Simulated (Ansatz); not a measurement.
# Decaying states in the gap of RbInH4, part 3 of 3

Aim: relax a made-up compound, RbInH4, and see how good a tunnel barrier it would be. It is built by putting In for B in the RbBH4 structure of space group F-43m, with the volume rescaled by atomic radii. The parent structure comes from the Materials Project.

Ansatz 0.2.0; PBE DFT, plane waves, PAW files (the session's first sound run).

So far, gap on path (eV): step 3 (the bulk crystal and its band edges) 4.40.

The structure was built from a prototype and need not be the compound's stable phase.

**6. Band edges at another level**

This step: PBEsol DFT, plane waves, PAW files (Ansatz 0.2.0).

The edges again with PBEsol, at the same atoms.

Contents of input.yaml:

```yaml
crystal:
  lattice:
    - [0.0, 4.0088423445, 4.0088423445]
    - [4.0088423445, 0.0, 4.0088423445]
    - [4.0088423445, 4.0088423445, 0.0]
  atoms:
    - { symbol: Rb, position: [0.0, 0.0, 0.0] }
    - { symbol: In, position: [0.5, 0.5, 0.5] }
    - { symbol: H, position: [0.3722644643, 0.8832066072, 0.3722644643] }
    - { symbol: H, position: [0.3722644643, 0.3722644643, 0.8832066072] }
    - { symbol: H, position: [0.3722644643, 0.3722644643, 0.3722644643] }
    - { symbol: H, position: [0.8832066072, 0.3722644643, 0.3722644643] }
kpoints:
  mp_grid: { grid: [6, 6, 6] }
  band_path: { path: [VBM, CBM], npoints: 30 }
scf:
  occupations: { method: fixed }
hamiltonian:
  xc: pbesol
output:
  eigenvalues: true
```

The run is started by

```bash
$ ansatz run input.yaml --threads 2 --pin off --max-ram 4096MiB --backend cpu --events-out ev --progress --plain --runs-dir out
```

Numbers of over 12 decimals in the logs are rounded to 6 here.

The program printed:

```text
[...]
Crystal: 6 atoms, lattice volume = 128.851 Å³
Basis set: ecut = 420 eV, 2565 PW (Γ)
Bands: 19, of which v1, the nominal top of the filled ones, is band 13 counted from 1 (12 counted from 0)
Symmetry: 24 space group operations
[...]
k-points: 16 of 216 (time reversal used)
[...]
SCF iter   1: F=—  HF=-8805.061993 eV  |F-HF|=—  |Δ(HF+E_count)|=         —  Δρ=7.06e-3  dr2=6.46e-2  ethr=1.77e-3  ⟨swp⟩=4.9  Hψ=1343  notcnv=0  defer=59
[...]
SCF iter   6: F=-8805.047949 eV  HF=-8805.047949 eV  |F-HF|=3.53e-9  |Δ(HF+E_count)|=   5.01e-6  Δρ=2.54e-6  dr2=9.93e-9  ethr=3.85e-10  ⟨swp⟩=10.6  Hψ=1775  notcnv=0
SCF 1 converged in 6 iterations: F = -8805.047949 eV  dr2 = 9.93e-9
[...]
SCF converged after 6 iterations
Free energy (F): -8805.047949 eV
[...]
Internal energy: -8805.047949 eV  (E = F + TS)
E sigma→0 (E₀):  -8805.047949 eV
Fermi energy:    0.130150 eV
[...]
--- Band table (eV; the first three rows and the last of 16) ---
  k-point 0: bands = [... 9 lower, -4.8473, 0.1302, 0.1302, 0.1302, 4.6332, 5.7411, 5.7411, 5.7411, ... 2 higher]
  k-point 1: bands = [... 9 lower, -4.7317, -0.2568, 0.0777, 0.0777, 4.9785, 5.4512, 5.8887, 5.8887, ... 2 higher]
  k-point 2: bands = [... 9 lower, -4.4675, -0.9406, -0.0226, -0.0226, 4.8204, 6.3103, 6.3103, 6.4878, ... 2 higher]
  k-point 15: bands = [... 9 lower, -4.2660, -1.2353, -0.2214, -0.1532, 4.9258, 5.9795, 6.7446, 7.7284, ... 2 higher]
```

Run time: 6.1 s. Hardware: 2 threads of Intel Xeon Platinum 8259CL at 2.50GHz (Skylake/Cascade Lake), shared host; peak memory 0.4 GiB; 12 s of CPU time.

This step gave:

| Item | Value |
| --- | --- |
| free energy | -8805.0479 eV |
| Fermi energy | 0.1302 eV |
| gap on the k-mesh | 4.291 eV |
| gap on path | 4.285 eV, by band count; negative where bands overlap |
| direct gap on path | 4.497 eV |
| edge places on path | 0, 0.6612 1/A along the path |

Electronic bands along the path, in eV, zero at the Fermi level (highest filled level under fixed occupations); v1 is the highest filled band, c1 the lowest empty one:

```
  point     v4     v3     v2     v1    c1    c2    c3    c4
    VBM  -4.98   0.00   0.00   0.00  4.50  5.61  5.61  5.61
halfway  -4.76  -0.67  -0.10  -0.10  4.63  5.36  6.37  6.37
    CBM  -4.46  -1.33  -0.22  -0.22  4.29  5.57  7.80  7.84
```

The electronic bands as a text plot (rows in eV, shown from -5.0 to 7.0 only; labels by their first letter):

```
    6.7 |+    +++++++++++++++         +++++++++
    6.2 |+++++             +++++++++++
    5.7 |++++++++++++++++++             +++++++++++++++++++++++++
    5.2 |       +++++++++++  +++++++++++
    4.7 |+++++++++++++++++++++++++++++++++++
    4.2 |                                   +++++++++++++++++++++
    3.7 |
    3.2 |
    2.7 |
    2.2 |
    1.7 |
    1.2 |
    0.7 |
    0.2 |*******
   -0.3 |   *****************************************************
   -0.8 |                       ***************
   -1.2 |                                      ******************
   -1.7 |
   -2.2 |
   -2.7 |
   -3.2 |
   -3.7 |
   -4.2 |                                                     ***
   -4.7 |*****************************************************
         V                                                      C
```

The searched edges give 4.29 eV, against 4.29 eV on the mesh.

**7. Complex bands at another level**

This step: PBEsol DFT, plane waves, PAW files; complex bands by layer matching along the plane's normal (Ansatz 0.2.0).

The complex bands at that level, over its own gap, at (0, 0) and (0, -0.4219).

Contents of input.yaml:

```yaml
crystal:
  lattice:
    - [5.669359213, 0.0, 0.0]
    - [2.834679607, 4.909809102, 0.0]
    - [0.0, 3.273206068, 4.629012413]
  atoms:
    - { symbol: Rb, position: [0.0, 0.0, 0.0] }
    - { symbol: In, position: [0.5, 0.0, 0.5] }
    - { symbol: H, position: [0.1167933928, 0.2554710715, 0.3722644643] }
    - { symbol: H, position: [0.6277355357, 0.7445289286, 0.8832066072] }
    - { symbol: H, position: [0.6277355357, 0.7445289286, 0.3722644643] }
    - { symbol: H, position: [0.6277355357, 0.2554710715, 0.3722644643] }
kpoints:
  mp_grid: { grid: [6, 6, 6] }
scf:
  occupations: { method: fixed }
hamiltonian:
  xc: pbesol
output:
  eigenvalues: true
  transmission:
    leads: [[0, 0]]
    kpoints: [[0.0, 0.0], [0.0, -0.4219]]
    e_range: [-1.0, 5.29]
    de: 0.1
```

The program printed:

```text
[...]
Crystal: 6 atoms, lattice volume = 128.851 Å³
Basis set: ecut = 420 eV, 2565 PW (Γ)
Bands: 19, of which v1, the nominal top of the filled ones, is band 13 counted from 1 (12 counted from 0)
Symmetry: 24 space group operations
[...]
k-points: 16 of 216 (time reversal used)
[...]
SCF iter   1: F=—  HF=-8805.061716 eV  |F-HF|=—  |Δ(HF+E_count)|=         —  Δρ=7.07e-3  dr2=6.45e-2  ethr=1.77e-3  ⟨swp⟩=4.9  Hψ=1368  notcnv=0  defer=59
[...]
SCF iter   6: F=-8805.047950 eV  HF=-8805.047950 eV  |F-HF|=1.73e-8  |Δ(HF+E_count)|=   5.80e-6  Δρ=2.49e-6  dr2=1.02e-8  ethr=3.85e-10  ⟨swp⟩=10.6  Hψ=1794  notcnv=0
SCF 1 converged in 6 iterations: F = -8805.047950 eV  dr2 = 1.02e-8
[...]
transmission: 8 of 16 steps passed
transmission: 16 of 16 steps passed
SCF converged after 6 iterations
Free energy (F): -8805.047950 eV
[...]
Internal energy: -8805.047950 eV  (E = F + TS)
E sigma→0 (E₀):  -8805.047950 eV
Fermi energy:    0.130141 eV
[...]
--- Band table (eV; the first three rows and the last of 16) ---
  k-point 0: bands = [... 9 lower, -4.8473, 0.1301, 0.1301, 0.1301, 4.6332, 5.7411, 5.7411, 5.7411, ... 2 higher]
  k-point 1: bands = [... 9 lower, -4.7317, -0.2568, 0.0777, 0.0777, 4.9785, 5.4512, 5.8887, 5.8887, ... 2 higher]
  k-point 2: bands = [... 9 lower, -4.4675, -0.9407, -0.0226, -0.0226, 4.8203, 6.3103, 6.3103, 6.4878, ... 2 higher]
  k-point 15: bands = [... 9 lower, -4.2660, -1.2353, -0.2214, -0.1532, 4.9257, 5.9795, 6.7446, 7.7284, ... 2 higher]
--- Transmission ---
  basis      : 253 plane waves across, 8 finite elements along
  points     : 2, as listed
[...]
crystal 0  : H4Rb1In1, at the sites [0, 0], period 4.6290 Å: whole cells are its period
[...]
channels       : 0.000000e0 a spin
[...]
slowest decay  : 0.3190 /Å at (0.0000, 0.0000)
```

It took 54 s on 2 threads; peak memory 0.8 GiB.

Numbers from this step:

```yaml
fermi_energy: 0.1301 eV
level_to_which_the_leads_are_filled: 2.145 eV from the Fermi level
decay_constant_at_the_filling_level_zone_centre: 0.3190 Å⁻¹
decay_constant_at_the_filling_level_slowest_listed_point: 0.319 Å⁻¹
```

K parallel (0, 0); values up to 1.5 1/Å, a degenerate pair printed once or twice; energies at which all values exceed this have no row. Im kz of the slowest decaying states against energy, zero at the highest filled level on the SCF mesh:

```
energy (eV)  decay 1 (Å⁻¹)  decay 2 (Å⁻¹)  decay 3 (Å⁻¹)  decay 4 (Å⁻¹)
      -1.00          0.675           1.02           1.18              -
      -0.70          0.569          0.991           1.15              -
      -0.40          0.396          0.966           1.13              -
      -0.10          0.940           1.10              -              -
       0.00        0.00985         0.0271          0.931           1.09
       0.20          0.145          0.363          0.913           1.08
       0.60          0.232          0.525          0.877           1.04
       0.90          0.268          0.583          0.849           1.01
       1.20          0.292          0.620          0.819          0.975
       1.50          0.308          0.644          0.789          0.941
       1.80          0.316          0.662          0.757          0.904
       2.10          0.319          0.674          0.723          0.865
       2.40          0.316          0.685          0.688          0.820
       2.70          0.309          0.650          0.702          0.762
       3.00          0.295          0.610          0.709           1.45
       3.30          0.276          0.566          0.682           1.43
       3.60          0.249          0.517          0.652           1.41
       4.00          0.196          0.439          0.607           1.38
       4.30          0.130          0.362          0.567           1.36
       4.60          0.216          0.521           1.33              -
       4.90         0.0499          0.346          0.467           1.31
       5.20         0.0543          0.368          0.400           1.28
```

K parallel (0, -0.4219); values up to 1.5 1/Å, a degenerate pair printed once or twice; energies at which all values exceed this have no row. The Im kz of the slowest decaying states by energy, zero at the highest filled level on the SCF mesh:

```
energy (eV)  decay 1 (Å⁻¹)  decay 2 (Å⁻¹)  decay 3 (Å⁻¹)  decay 4 (Å⁻¹)
     -1.000          0.219          0.286          0.902          0.923
     -0.500          0.172          0.233          0.699          0.869
      0.000          0.232          0.259          0.603          0.834
      0.500          0.351          0.376          0.788          0.797
      1.000          0.394          0.421          0.757          0.821
      1.500          0.410          0.438          0.714          0.819
      2.000          0.408          0.436          0.669          0.800
      2.500          0.394          0.417          0.620          0.772
      3.000          0.366          0.380          0.566          0.736
      3.500          0.319          0.325          0.507          0.692
      4.000          0.208          0.262          0.439          0.641
      4.500          0.142          0.365          0.580          0.815
      5.000          0.120          0.272          0.508          0.746
```

At the listed wavevectors the last open channel is at -0.10 eV and the next at +4.30 eV on the grid. At +2.10 eV, the grid energy nearest the filling level (the middle of the gap on the SCF mesh), the slowest state at the listed wavevectors decays with κ = 0.319 Å⁻¹, its amplitude falling by e over 3.1 Å; the first such run, plane (111), gave 0.333 Å⁻¹ over as many of its listed wavevectors.

**8. The same cell, other settings: hamiltonian.xc = "rpbe"**

This step: PBE DFT, plane waves, PAW files; complex bands by layer matching along the plane's normal; changed: hamiltonian.xc = "rpbe" (Ansatz 0.2.0).

This run repeats an earlier one, its twin (the complex run, plane (111)), with one setting changed (hamiltonian.xc; files written aside). It is meant to test how much rests on the functional. Where the input is shown as a difference, that is against the step before, not the twin.

Edit input.yaml of step 7 so:

```diff
@@ -17,3 +17,3 @@
 hamiltonian:
-  xc: pbesol
+  xc: rpbe
 output:
@@ -22,4 +22,4 @@
     leads: [[0, 0]]
-    kpoints: [[0.0, 0.0], [0.0, -0.4219]]
-    e_range: [-1.0, 5.29]
-    de: 0.1
+    kpoints: [[0.0, 0.0], [0.0, -0.4271], [0.5, 0.0]]
+    e_range: [-1.0, 5.4]
+    de: 0.11
```

The program printed:

```text
[...]
Crystal: 6 atoms, lattice volume = 128.851 Å³
Basis set: ecut = 420 eV, 2565 PW (Γ)
Bands: 19, of which v1, the nominal top of the filled ones, is band 13 counted from 1 (12 counted from 0)
Symmetry: 24 space group operations
[...]
k-points: 16 of 216 (time reversal used)
[...]
SCF iter   1: F=—  HF=-8944.431626 eV  |F-HF|=—  |Δ(HF+E_count)|=         —  Δρ=3.17e-3  dr2=1.54e-2  ethr=1.77e-3  ⟨swp⟩=4.9  Hψ=1347  notcnv=0  defer=58
[...]
SCF iter   6: F=-8944.440566 eV  HF=-8944.440566 eV  |F-HF|=8.15e-8  |Δ(HF+E_count)|=   2.09e-6  Δρ=6.16e-6  dr2=5.32e-8  ethr=3.85e-10  ⟨swp⟩=8.6  Hψ=1770  notcnv=0
SCF 1 converged in 6 iterations: F = -8944.440566 eV  dr2 = 5.32e-8
[...]
transmission: 8 of 24 steps passed
transmission: 16 of 24 steps passed
transmission: 24 of 24 steps passed
SCF converged after 6 iterations
Free energy (F): -8944.440566 eV
[...]
Internal energy: -8944.440566 eV  (E = F + TS)
E sigma→0 (E₀):  -8944.440566 eV
Fermi energy:    0.268608 eV
[...]
--- Band table (eV; the first three rows and the last of 16) ---
  k-point 0: bands = [... 9 lower, -4.5596, 0.2686, 0.2686, 0.2686, 5.1693, 6.1931, 6.1931, 6.1931, ... 2 higher]
  k-point 1: bands = [... 9 lower, -4.4494, -0.0813, 0.2222, 0.2222, 5.4767, 5.8883, 6.3295, 6.3295, ... 2 higher]
  k-point 2: bands = [... 9 lower, -4.1982, -0.7160, 0.1330, 0.1330, 5.2874, 6.7283, 6.7283, 6.8716, ... 2 higher]
  k-point 15: bands = [... 9 lower, -4.0004, -1.0122, -0.0423, 0.0177, 5.3435, 6.4802, 7.1653, 8.0897, ... 2 higher]
--- Transmission ---
  basis      : 253 plane waves across, 8 finite elements along
  points     : 3, as listed
[...]
crystal 0  : H4Rb1In1, at the sites [0, 0], period 4.6290 Å: whole cells are its period
[...]
channels       : 0.000000e0 a spin
[...]
slowest decay  : 0.3474 /Å at (0.0000, 0.0000)
```

The job ended after 69 s (2 threads; peak memory 0.79 GiB).

This step gave:

* free energy: -8944.4406 eV
* Fermi energy: 0.2686 eV
* gap on the k-mesh: 4.603 eV
* level to which the leads are filled: 2.302 eV from the Fermi level
* decay constant at the filling level, zone centre: 0.3474 Å⁻¹
* decay constant at the filling level, slowest listed point: 0.3474 Å⁻¹

K parallel (0, 0); values up to 1.5 1/Å, a degenerate pair printed once or twice; energies at which all values exceed this have no row. Table of Im kz of the slowest decaying states by energy, zero at the highest filled level on the SCF mesh:

```
energy (eV)  decay 1 (Å⁻¹)  decay 2 (Å⁻¹)  decay 3 (Å⁻¹)  decay 4 (Å⁻¹)
     -1.000          0.702           1.04           1.20              -
     -0.450          0.468          1.000           1.16              -
     -0.010          0.963           1.12              -              -
      0.540          0.236          0.533          0.915           1.07
      0.980          0.294          0.621          0.874           1.03
      1.530          0.332          0.676          0.821          0.967
      1.970          0.345          0.702          0.775          0.913
      2.520          0.346          0.714          0.728          0.828
      2.960          0.335          0.660          0.748           1.48
      3.510          0.306          0.584          0.701           1.44
      3.950          0.267          0.513          0.656           1.41
      4.500          0.186          0.397          0.588           1.37
      5.050          0.294          0.501           1.32              -
```

K parallel (0, -0.4271); values up to 1.5 1/Å, a degenerate pair printed once or twice; energies at which all values exceed this have no row. Im kz of the slowest decaying states against energy, zero at the highest filled level on the SCF mesh:

```
energy (eV)  decay 1 (Å⁻¹)  decay 2 (Å⁻¹)  decay 3 (Å⁻¹)  decay 4 (Å⁻¹)
      -1.00          0.194          0.289          0.928          0.957
      -0.67          0.262          0.267          0.841          0.906
      -0.34          0.192          0.587          0.885           1.14
      -0.01          0.230          0.260          0.598          0.862
       0.32          0.335          0.363          0.775          0.838
       0.54          0.371          0.400          0.815          0.822
       0.87          0.405          0.436          0.797          0.841
       1.20          0.424          0.456          0.771          0.848
       1.53          0.433          0.467          0.744          0.845
       1.86          0.436          0.470          0.715          0.836
       2.19          0.432          0.465          0.686          0.821
       2.52          0.423          0.454          0.655          0.803
       2.85          0.410          0.436          0.623          0.781
       3.18          0.391          0.411          0.589          0.756
       3.51          0.367          0.376          0.552          0.728
       3.84          0.329          0.335          0.513          0.698
       4.06          0.286          0.310          0.486          0.675
       4.39          0.188          0.261          0.442          0.638
       4.72          0.186          0.396          0.598          0.822
       5.05          0.345          0.552          0.777          0.837
       5.38         0.0724          0.132          0.282          0.499
```

K parallel (0.5, 0); values up to 1.5 1/Å, a degenerate pair printed once or twice; energies at which all values exceed this have no row. Table of Im kz of the slowest decaying states by energy, zero at the highest filled level on the SCF mesh:

```
energy (eV)  decay 1 (Å⁻¹)  decay 2 (Å⁻¹)  decay 3 (Å⁻¹)  decay 4 (Å⁻¹)
      -1.00          0.255          0.923           1.10           1.34
      -0.67          0.267          0.901           1.02           1.31
      -0.34          0.131          0.827          0.878          0.899
      -0.01          0.233          0.261          0.658          0.854
       0.32          0.337          0.362          0.797          0.829
       0.54          0.372          0.399          0.811          0.830
       0.87          0.405          0.436          0.784          0.852
       1.20          0.424          0.458          0.755          0.857
       1.53          0.433          0.471          0.724          0.854
       1.86          0.435          0.477          0.691          0.844
       2.19          0.432          0.477          0.657          0.829
       2.52          0.423          0.472          0.620          0.811
       2.85          0.409          0.460           0.58          0.790
       3.18          0.390          0.440          0.539          0.765
       3.51          0.366          0.409          0.498          0.738
       3.84          0.334          0.358          0.461          0.708
       4.06          0.309          0.310          0.437          0.686
       4.39          0.202          0.259          0.402          0.650
       4.72          0.183          0.362          0.610          0.822
       5.05          0.314          0.566          0.778          0.841
       5.38          0.116          0.251          0.515          0.732
```

The least decay constant is 0.347 Å⁻¹ against 0.333 Å⁻¹ in the twin: a change of +4 %.

**9. What came out**

| Quantity | Value |
| --- | --- |
| band gap | 4.40 eV |
| least decay constant at mid-gap, normal to (111) | 0.333 Å⁻¹ |
| least decay constant at mid-gap, normal to (001) | 0.325 Å⁻¹ |
| least decay constant, PBEsol | 0.319 Å⁻¹ |

What this shows: With PBE, the slowest decay at the wavevectors tried is κ = 0.325 Å⁻¹, normal to (001). Through such a film the transmission near mid-gap falls as exp(−2κd), a factor of ten every 3.5 Å. The directions tried decay at nearly the same rate. A free electron under a barrier of half the gap would need a mass of 0.18 mₑ to decay at this rate. With PBEsol the gap goes from 4.40 to 4.29 eV and the decay constant, over the first 2 listed wavevectors (which shift with the band edges), from 0.333 to 0.319 Å⁻¹. The compound is made up by substitution; its stability against other phases and against distortions of the cell's symmetry was not tested. A semilocal functional narrows gaps, so real decay constants are likely larger.

[Logs are printed without paths, hosts, clocks, repeated set-up lines and the standing remarks that a program may print on its own settings, such as how far it seeks lower states.]

[Hosts, paths, dates, database ids (printed as entryN), source tags and the programs' standing remarks are cut or masked in the printed files.]
